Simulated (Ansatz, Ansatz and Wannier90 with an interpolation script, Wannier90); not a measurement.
An input for Ansatz 0.2.0 (SnO2 (Cassiterite)):

```yaml
crystal:
  lattice:
    - [4.738, 0.0, 0.0]
    - [0.0, 4.738, 0.0]
    - [0.0, 0.0, 3.1865]
  atoms:
    - { symbol: Sn, position: [0.0, 0.0, 0.0] }
    - { symbol: Sn, position: [0.5, 0.5, 0.5] }
    - { symbol: O, position: [0.3071, 0.3071, 0.0] }
    - { symbol: O, position: [0.1929, 0.8071, 0.5] }
    - { symbol: O, position: [0.6929, 0.6929, 0.0] }
    - { symbol: O, position: [0.8071, 0.1929, 0.5] }
kpoints:
  mp_grid: { grid: [4, 4, 6] }
hamiltonian:
  xc: lda
scf:
  occupations: { method: fixed }
gw:
  n_empty_bands: 298
  ecut_chi: 150.0
  qp_bands: [v12, c2]
  screening: { model: contour_deformation }
```

```sh
ansatz run input.yaml --threads 8 --pin off --max-ram 18432MiB --backend cpu --events-out ev --progress --plain --runs-dir out
```

**Question.** Estimate wall time and host memory on 8 threads of Arm Neoverse V1, shared host.

It took 5.9 min; on shared hardware allow 3 min to 12 min. Peak host memory was 1.6 GiB. The sizes that set the cost: 1411 plane waves a state, 24 irreducible k points, 324 bands summed, 315 plane waves in the screening and 6 SCF cycles.

The screening grows as filled bands × empty bands × pairs of k points, times the square of the screening basis for the matrix.

[Paths, hosts, dates, memory and timing lines, banners, echoed tables and standing remarks are left out of the program output.]

[Logs are printed without paths, hosts, clocks, repeated set-up lines and the standing remarks that a program may print on its own settings, such as how far it seeks lower states.]

[Runs of the session that timed out or met a known fault of the program may be left out.]

[Hosts, paths, dates, database ids (printed as entryN), source tags and the programs' standing remarks are cut or masked in the printed files.]
